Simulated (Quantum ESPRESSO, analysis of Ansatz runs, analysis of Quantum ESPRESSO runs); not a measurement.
# Substitutional N in diamond: charge-transition level against experiment (Quantum ESPRESSO)

How near does this set-up come to the measured charge-transition level? Subject: substitutional N in diamond. Set-up: PBE, GBRV 1.5 PBE, 64-site cell, PBE lattice, k: the zone centre alone then 2x2x2 shifted, random start of 0.1 A, dielectric constants 5.7 and 5.7 (handbook). The model is a cell of 64 host atoms with 1 C taken out and 1 N put in. The level is the Fermi energy at which two charge states have equal formation energy, after a correction for the images of the charge. Another start tests whether the structure found is the lowest.

What was measured. (+1/0) level below the conduction-band bottom: 1.7 eV (quoted in “Hunting the elusive shallow n-type donor – An ab initio study of Li and N co-doped diamond”, 2021, S. Conejeros et al., quoting earlier work (1969)).

Calculated with Quantum ESPRESSO 7.5; Quantum ESPRESSO plane-wave DFT, PBE, GBRV 1.5 PBE potentials; relaxation of all atoms of a defect supercell.

**1. The starting structure**

The cell holds 64 atoms: 63 C and 1 N. Its edges and angles: a = 7.142 Å, b = 7.142 Å, c = 7.142 Å, α = 90.0°, β = 90.0°, γ = 90.0°. It derives from C (space group Fd-3m). Nearest the centre at fractional (0.375, 0.375, 0.375): N8 at 0.10 Å, C49 at 1.46 Å, C42 at 1.49 Å, C27 at 1.51 Å, C4 at 1.61 Å, C37 at 2.44 Å, C31 at 2.45 Å, C6 at 2.46 Å. The cell carries charge +1.

The host's primitive cell comes from a first run (Quantum ESPRESSO plane-wave DFT, PBE, GBRV 1.5 PBE potentials; relaxation of cell and atoms of a defect-free cell): vectors of 2.525, 2.525 and 2.525 Å. That is 5.69 Å³ an atom, 0.4 % over the diffraction cell's volume. The supercell is built on it.

**2. Relaxation, charge +1**

Every later number rests on the structure around the defect, so the atoms are relaxed at the host's lattice first.

pw.in

```
&CONTROL
  calculation = 'relax'
  prefix = 'pwscf'
  outdir = './tmp'
  pseudo_dir = './pseudo'
  tprnfor = .true.
  disk_io = 'low'
  nstep = 70
  forc_conv_thr = 0.00078
  etot_conv_thr = 0.0001
/
&SYSTEM
  ibrav = 0
  nat = 64
  ntyp = 2
  ecutwfc = 45
  ecutrho = 360
  nbnd = 132
  occupations = 'smearing'
  smearing = 'fd'
  degauss = 0.00073499
  tot_charge = 1
  nosym = .true.
/
&ELECTRONS
  conv_thr = 6d-08
  electron_maxstep = 100
  mixing_beta = 0.5
/
&IONS
  ion_dynamics = 'bfgs'
/
ATOMIC_SPECIES
C     12.0110 c_pbe_v1.2.uspp.F.UPF
N     14.0070 n_pbe_v1.2.uspp.F.UPF
CELL_PARAMETERS angstrom
   7.1418068620    0.0000000000    0.0000000000
   0.0000000000    7.1418068620    0.0000000000
   0.0000000000    0.0000000000    7.1418068620
ATOMIC_POSITIONS crystal
C     -0.0049455891    0.0011315902    0.2369493945
C      0.0111492175    0.2520269567    0.0082246002
C      0.2376581934   -0.0019882553   -0.0063074800
C      0.2472341113    0.2522873493    0.2364657640
C      0.1362695089    0.1170569596    0.3725578841
C      0.1257285129    0.3696898400    0.1379355758
C      0.3707294023    0.1366400552    0.1184939441
N      0.3781901229    0.3871545894    0.3688236965
C      0.0113717854   -0.0041349405    0.7570457374
C     -0.0099870241    0.2492506617    0.4902145264
C      0.2498869617   -0.0115906945    0.5078549778
C      0.2505819085    0.2362948475    0.7471914719
C      0.1318112661    0.1339037329    0.8833897465
C      0.1117084705    0.3778549118    0.6216470350
C      0.3785524855    0.1249569411    0.6385438416
C      0.3704519801    0.3679330656    0.8861996252
C     -0.0018733137    0.5017196971    0.2637692044
C      0.0096331885    0.7600726526    0.0013420138
C      0.2382464575    0.4993552046   -0.0075826203
C      0.2484996834    0.7599550088    0.2597316238
C      0.1370084862    0.6313939319    0.3716876674
C      0.1183697643    0.8807769904    0.1358960547
C      0.3879113441    0.6196585709    0.1240922664
C      0.3718207784    0.8884555225    0.3772133946
C     -0.0088122226    0.5032577320    0.7396178245
C     -0.0133362130    0.7511189814    0.5041171538
C      0.2631519347    0.5046661819    0.4988550062
C      0.2538015215    0.7627570604    0.7543432126
C      0.1139377613    0.6330526615    0.8720269260
C      0.1127361950    0.8714321301    0.6307382091
C      0.3684265491    0.6218836167    0.6130360730
C      0.3847251763    0.8818320870    0.8824027822
C      0.4991659597   -0.0019155305    0.2638453159
C      0.4953894224    0.2377430113    0.0049564558
C      0.7361901754    0.0000149965   -0.0023121787
C      0.7372832351    0.2558155878    0.2507214443
C      0.6212772965    0.1379339037    0.3711382304
C      0.6275296244    0.3829377233    0.1362539416
C      0.8625084998    0.1263154396    0.1188121334
C      0.8818809090    0.3630714262    0.3775337465
C      0.4960336407   -0.0134140324    0.7493759957
C      0.4930312437    0.2451475711    0.4888668055
C      0.7628769546   -0.0053882156    0.4989005341
C      0.7366341093    0.2491694839    0.7459108852
C      0.6302716922    0.1340571558    0.8842862717
C      0.6329146392    0.3835875147    0.6327246832
C      0.8860671368    0.1203103222    0.6178178654
C      0.8888110371    0.3744205238    0.8772309447
C      0.4909876192    0.4893615371    0.2512875370
C      0.5047633617    0.7608034296    0.0075268816
C      0.7478635627    0.4870819409    0.0049615558
C      0.7566967961    0.7492772794    0.2622755142
C      0.6365061800    0.6248113186    0.3670231664
C      0.6240736053    0.8780697327    0.1113700262
C      0.8617116093    0.6211117478    0.1270875391
C      0.8766157226    0.8806947523    0.3876892430
C      0.5078845013    0.4920101596    0.7416301290
C      0.5125344028    0.7514096859    0.4939205935
C      0.7394193585    0.4928319765    0.4942792381
C      0.7628340906    0.7537436043    0.7458371646
C      0.6389140457    0.6264710325    0.8744586604
C      0.6214623796    0.8650320762    0.6158248493
C      0.8775908263    0.6153738024    0.6151673202
C      0.8844970806    0.8648737780    0.8768228386
K_POINTS gamma
```

On the command line:

```sh
$ OMP_NUM_THREADS=1 mpirun -n 4 pw.x -in pw.in > pw.out
```

Output:

```text
This program is part of the open-source Quantum ESPRESSO suite
     for quantum simulation of materials; please cite
         "P. Giannozzi et al., J. Phys.:Condens. Matter 21 395502 (2009);
         "P. Giannozzi et al., J. Phys.:Condens. Matter 29 465901 (2017);
         "P. Giannozzi et al., J. Chem. Phys. 152 154105 (2020);
          URL
     in publications or presentations arising from this work. More details at

     gamma-point specific algorithms are used

     Subspace diagonalization in iterative solution of the eigenvalue problem:
     a serial algorithm will be used

     --------------------
     sticks:   dense  smooth     PW     G-vecs:    dense   smooth      PW
     Min        1301     649    164                70809    25090    3132
     Max        1304     652    165                70812    25098    3137
     Sum        5209    2601    657               283241   100377   12533

     Using Slab Decomposition

     bravais-lattice index     =            0
     lattice parameter (alat)  =      13.4961  a.u.
     unit-cell volume          =    2458.2209 (a.u.)^3
     number of atoms/cell      =           64
     number of atomic types    =            2
     number of electrons       =       256.00
     number of Kohn-Sham states=          132
     kinetic-energy cutoff     =      45.0000  Ry
     charge density cutoff     =     360.0000  Ry
     scf convergence threshold =      6.0E-08
     mixing beta               =       0.5000
     number of iterations used =            8  plain     mixing
     energy convergence thresh.=      1.0E-04
     force convergence thresh. =      7.8E-04
     Exchange-correlation= SLA  PW   PBE  PBE
                           (   1   4   3   4   0   0   0)
     nstep                     =           70

     celldm(1)=  13.496059  celldm(2)=   0.000000  celldm(3)=   0.000000
     celldm(4)=   0.000000  celldm(5)=   0.000000  celldm(6)=   0.000000

     crystal axes: (cart. coord. in units of alat)
               a(1) = (   1.000000   0.000000   0.000000 )
               a(2) = (   0.000000   1.000000   0.000000 )
               a(3) = (   0.000000   0.000000   1.000000 )

     reciprocal axes: (cart. coord. in units 2 pi/alat)
               b(1) = (  1.000000  0.000000  0.000000 )
               b(2) = (  0.000000  1.000000  0.000000 )
               b(3) = (  0.000000  0.000000  1.000000 )

     PseudoPot. # 1 for C  read from file:
     c_pbe_v1.2.uspp.F.UPF
     Pseudo is Ultrasoft + core correction, Zval =  4.0
     Generated by new atomic code, or converted to UPF format
     Using radial grid of  721 points,  4 beta functions with:
                l(1) =   0
                l(2) =   0
                l(3) =   1
                l(4) =   1
     Q(r) pseudized with  8 coefficients,  rinner =    1.100   1.100   1.100

     PseudoPot. # 2 for N  read from file:
     n_pbe_v1.2.uspp.F.UPF
     Pseudo is Ultrasoft + core correction, Zval =  5.0
     Generated by new atomic code, or converted to UPF format
     Using radial grid of  729 points,  4 beta functions with:
                l(1) =   0
                l(2) =   0
                l(3) =   1
                l(4) =   1
     Q(r) pseudized with  8 coefficients,  rinner =    0.900   0.900   0.900

     atomic species   valence    mass     pseudopotential
     C                 4.00    12.01100     C ( 1.00)
     N                 5.00    14.00700     N ( 1.00)

     No symmetry found

   Cartesian axes

     site n.     atom                  positions (alat units)
         1        C      tau(   1) = (  -0.0049456   0.0011316   0.2369494  )
         2        C      tau(   2) = (   0.0111492   0.2520270   0.0082246  )
         3        C      tau(   3) = (   0.2376582  -0.0019883  -0.0063075  )
         4        C      tau(   4) = (   0.2472341   0.2522873   0.2364658  )
         5        C      tau(   5) = (   0.1362695   0.1170570   0.3725579  )
         6        C      tau(   6) = (   0.1257285   0.3696898   0.1379356  )
         7        C      tau(   7) = (   0.3707294   0.1366401   0.1184939  )
         8        N      tau(   8) = (   0.3781901   0.3871546   0.3688237  )
         9        C      tau(   9) = (   0.0113718  -0.0041349   0.7570457  )
        10        C      tau(  10) = (  -0.0099870   0.2492507   0.4902145  )
        11        C      tau(  11) = (   0.2498870  -0.0115907   0.5078550  )
        12        C      tau(  12) = (   0.2505819   0.2362948   0.7471915  )
        13        C      tau(  13) = (   0.1318113   0.1339037   0.8833897  )
        14        C      tau(  14) = (   0.1117085   0.3778549   0.6216470  )
        15        C      tau(  15) = (   0.3785525   0.1249569   0.6385438  )
        16        C      tau(  16) = (   0.3704520   0.3679331   0.8861996  )
        17        C      tau(  17) = (  -0.0018733   0.5017197   0.2637692  )
[...]
57        C      tau(  57) = (   0.5078845   0.4920102   0.7416301  )
        58        C      tau(  58) = (   0.5125344   0.7514097   0.4939206  )
        59        C      tau(  59) = (   0.7394194   0.4928320   0.4942792  )
        60        C      tau(  60) = (   0.7628341   0.7537436   0.7458372  )
        61        C      tau(  61) = (   0.6389140   0.6264710   0.8744587  )
        62        C      tau(  62) = (   0.6214624   0.8650321   0.6158248  )
        63        C      tau(  63) = (   0.8775908   0.6153738   0.6151673  )
        64        C      tau(  64) = (   0.8844971   0.8648738   0.8768228  )

     number of k points=     1  Fermi-Dirac smearing, width (Ry)=  0.0007
                       cart. coord. in units 2pi/alat
        k(    1) = (   0.0000000   0.0000000   0.0000000), wk =   2.0000000

     Dense  grid:   141621 G-vectors     FFT dimensions: (  81,  81,  81)

     Smooth grid:    50189 G-vectors     FFT dimensions: (  60,  60,  60)

     Initial potential from superposition of free atoms

     starting charge     256.9974, renormalised to     256.0000
     Starting wfcs are  256 randomized atomic wfcs

     Self-consistent Calculation

     iteration #  1     ecut=    45.00 Ry     beta= 0.50
     Davidson diagonalization with overlap
     ethr =  1.00E-02,  avg # of iterations =  2.0

     total energy              =    -742.74671373 Ry
     estimated scf accuracy    <       4.17900379 Ry

     iteration #  2     ecut=    45.00 Ry     beta= 0.50
     Davidson diagonalization with overlap
     ethr =  1.63E-03,  avg # of iterations =  2.0

     total energy              =    -742.74555326 Ry
     estimated scf accuracy    <       0.65439698 Ry

[...]
hartree contribution      =      64.29616660 Ry
     xc contribution           =    -236.56212347 Ry
     ewald contribution        =    -824.11341281 Ry

     convergence has been achieved in   6 iterations

     Forces acting on atoms (cartesian axes, Ry/au):

[...]
Total force =     0.019346     Total SCF correction =     0.000191
     Energy error            =      1.7E-03 Ry
     Gradient error          =      3.6E-03 Ry/Bohr

     number of scf cycles    =   6
     number of bfgs steps    =   5

     energy             old  =    -743.9349192959 Ry
     energy             new  =    -743.9365706517 Ry

     CASE: energy            _new < energy            _old

     new trust radius        =       0.0080058879 bohr
     new conv_thr            =       0.0000000027 Ry

ATOMIC_POSITIONS (crystal)
[...]
NEW-OLD atomic charge density approx. for the potential

     Self-consistent Calculation

[...]
Threshold (ethr) on eigenvalues was too large:
     Diagonalizing with lowered threshold

[...]
total energy              =    -743.93691104 Ry
[...]
total energy              =    -743.93691122 Ry
[...]
iteration #  5     ecut=    45.00 Ry     beta= 0.50
[...]
total energy              =    -743.93691124 Ry
     estimated scf accuracy    <       0.00000002 Ry

     iteration #  6     ecut=    45.00 Ry     beta= 0.50
     Davidson diagonalization with overlap
     ethr =  9.23E-12,  avg # of iterations =  2.0

     End of self-consistent calculation

          k = 0.0000 0.0000 0.0000 (  6267 PWs)   bands (ev):

[...]
16.7918  17.5012  17.5032  17.5109

     the Fermi energy is    14.3111 ev

!    total energy              =    -743.93691124 Ry
     estimated scf accuracy    <          1.1E-09 Ry
     smearing contrib. (-TS)   =       0.00000000 Ry
     internal energy E=F+TS    =    -743.93691124 Ry

     The total energy is F=E-TS. E is the sum of the following terms:
     one-electron contribution =     252.43849645 Ry
     hartree contribution      =      64.29796919 Ry
     xc contribution           =    -236.56218114 Ry
     ewald contribution        =    -824.11119574 Ry

     convergence has been achieved in   6 iterations

     Forces acting on atoms (cartesian axes, Ry/au):

[...]
Total force =     0.010131     Total SCF correction =     0.000056
     Energy error            =      3.4E-04 Ry
     Gradient error          =      2.6E-03 Ry/Bohr

     number of scf cycles    =   7
     number of bfgs steps    =   6

     energy             old  =    -743.9365706517 Ry
     energy             new  =    -743.9369112411 Ry

     CASE: energy            _new < energy            _old

     new trust radius        =       0.0043939891 bohr
     new conv_thr            =       0.0000000020 Ry

ATOMIC_POSITIONS (crystal)
[...]
NEW-OLD atomic charge density approx. for the potential

     Self-consistent Calculation

     iteration #  1     ecut=    45.00 Ry     beta= 0.50
     Davidson diagonalization with overlap
     ethr =  1.00E-06,  avg # of iterations =  2.0

     Threshold (ethr) on eigenvalues was too large:
     Diagonalizing with lowered threshold

     Davidson diagonalization with overlap
     ethr =  6.03E-09,  avg # of iterations =  5.0

     total energy              =    -743.93698834 Ry
     estimated scf accuracy    <       0.00002354 Ry

     iteration #  2     ecut=    45.00 Ry     beta= 0.50
     Davidson diagonalization with overlap
     ethr =  9.20E-09,  avg # of iterations =  2.0

     total energy              =    -743.93699049 Ry
     estimated scf accuracy    <       0.00000330 Ry

     iteration #  3     ecut=    45.00 Ry     beta= 0.50
     Davidson diagonalization with overlap
     ethr =  1.29E-09,  avg # of iterations =  2.0

     total energy              =    -743.93699094 Ry
     estimated scf accuracy    <       0.00000064 Ry

     iteration #  4     ecut=    45.00 Ry     beta= 0.50
     Davidson diagonalization with overlap
     ethr =  2.48E-10,  avg # of iterations =  2.0

     total energy              =    -743.93699104 Ry
     estimated scf accuracy    <       0.00000006 Ry

     iteration #  5     ecut=    45.00 Ry     beta= 0.50
     Davidson diagonalization with overlap
     ethr =  2.52E-11,  avg # of iterations =  2.0

     total energy              =    -743.93699105 Ry
     estimated scf accuracy    <          9.7E-09 Ry

     iteration #  6     ecut=    45.00 Ry     beta= 0.50
     Davidson diagonalization with overlap
     ethr =  3.79E-12,  avg # of iterations =  2.0

     End of self-consistent calculation

          k = 0.0000 0.0000 0.0000 (  6267 PWs)   bands (ev):

[...]
5.0738   5.0880   5.0882   5.0888   5.1140   5.6541   5.6564   5.6570
     5.6572   5.7511   5.7511   5.7514   5.7636   5.7641   5.7954   5.7955
     5.7957   6.9618   6.9628   6.9632   7.0532   7.0537   7.0538   8.5013
     8.5024   8.5038   8.6480   8.8147   8.8151   9.0678   9.0689   9.0697
     9.1816   9.1823   9.1823   9.2302   9.2304   9.2310   9.2859   9.2867
     9.2871  10.0186  10.0201  10.0203  10.2487  10.2494  10.2500  10.2895
    10.2903  10.3691  10.4059  10.4068  10.4072  10.5702  10.5708  10.5986
    10.5991  10.6001  10.6193  10.6202  10.6213  13.2777  13.2796  13.2811
    16.7908  17.5030  17.5052  17.5062

     the Fermi energy is    14.3069 ev

!    total energy              =    -743.93699105 Ry
     estimated scf accuracy    <          5.0E-10 Ry
     smearing contrib. (-TS)   =       0.00000000 Ry
     internal energy E=F+TS    =    -743.93699105 Ry

     The total energy is F=E-TS. E is the sum of the following terms:
     one-electron contribution =     252.43837537 Ry
     hartree contribution      =      64.29795683 Ry
     xc contribution           =    -236.56221552 Ry
     ewald contribution        =    -824.11110773 Ry

     convergence has been achieved in   6 iterations

     Forces acting on atoms (cartesian axes, Ry/au):

[...]
atom   57 type  1   force =    -0.00036330    0.00004244   -0.00001738
     atom   58 type  1   force =     0.00020996    0.00043378    0.00034558
     atom   59 type  1   force =    -0.00037827   -0.00067787   -0.00022644
     atom   60 type  1   force =    -0.00005791   -0.00001131    0.00004528
     atom   61 type  1   force =     0.00059696   -0.00029929    0.00024118
     atom   62 type  1   force =     0.00004326    0.00043276    0.00006174
     atom   63 type  1   force =     0.00008378   -0.00019730   -0.00019520
     atom   64 type  1   force =    -0.00027868   -0.00005136    0.00014351

     Total force =     0.004014     Total SCF correction =     0.000032
     Energy error            =      8.0E-05 Ry
     Gradient error          =      7.3E-04 Ry/Bohr

     bfgs converged in   8 scf cycles and   7 bfgs steps
     (criteria: energy <  1.0E-04 Ry, force <  7.8E-04 Ry/Bohr)

     End of BFGS Geometry Optimization

     Final energy             =    -743.9369910464 Ry

     File ./tmp/pwscf.bfgs deleted, as requested
Begin final coordinates

ATOMIC_POSITIONS (crystal)
[...]
C                0.5002613289        0.5000075732        0.7505809518
C                0.5001782185        0.7502436603        0.5002763735
C                0.7505057527        0.5001424100        0.5003423339
C                0.7502940948        0.7501333393        0.7503920029
C                0.6252197128        0.6252115180        0.8752914796
C                0.6252899000        0.8749834360        0.6253752961
C                0.8752555210        0.6251564491        0.6254547896
C                0.8752580539        0.8750367111        0.8752972137
End final coordinates

=------------------------------------------------------------------------------=
   JOB DONE.
=------------------------------------------------------------------------------=
```

Elapsed: 53 s, on 4 MPI ranks of Arm Neoverse V2, shared host; peak memory 0.84 GiB.

The steps of the relaxation:

```
step  energy less that of the first step (eV)
   0                                   0.0000
   1                                 -12.8897
   2                                 -14.9433
   3                                 -15.1699
   4                                 -15.2258
   5                                 -15.2482
   6                                 -15.2529
   7                                 -15.2539
```

The atoms that moved most (Å):

```
atom      dx      dy      dz  length
 C49   0.074   0.084  -0.015   0.113
 C42   0.059   0.028   0.089   0.110
 C53  -0.082   0.000   0.066   0.106
 C23  -0.098   0.037   0.010   0.105
 C31   0.056   0.021   0.086   0.105
 C27  -0.100  -0.026   0.018   0.105
 C14   0.098  -0.027   0.025   0.104
 C59   0.079   0.052   0.043   0.104
```

Neighbours of N8 at the end:

```
atom  distance (Å)
  C4         1.559
 C27         1.559
 C42         1.559
 C49         1.560
  C7         2.522
 C21         2.523
 C53         2.523
 C31         2.523
 C15         2.523
  C5         2.523
 C23         2.523
 C46         2.523
 C37         2.523
 C38         2.523
 C14         2.523
  C6         2.524
```

Among the atoms that came to bonding distance: C42–C46 1.54 Å (from 1.74); C7–C33 1.54 Å (from 1.70); C23–C20 1.54 Å (from 1.71).

(Part 1 of 4 ends here.)

[Logs are printed without paths, hosts, clocks, repeated set-up lines and the standing remarks that a program may print on its own settings, such as how far it seeks lower states.]

[Hosts, paths, dates, database ids (printed as entryN), source tags and the programs' standing remarks are cut or masked in the printed files.]

[For some hosts the program warned that the k-mesh of the response run may be too coarse for force constants and the static dielectric constant; such warnings are not shown here.]
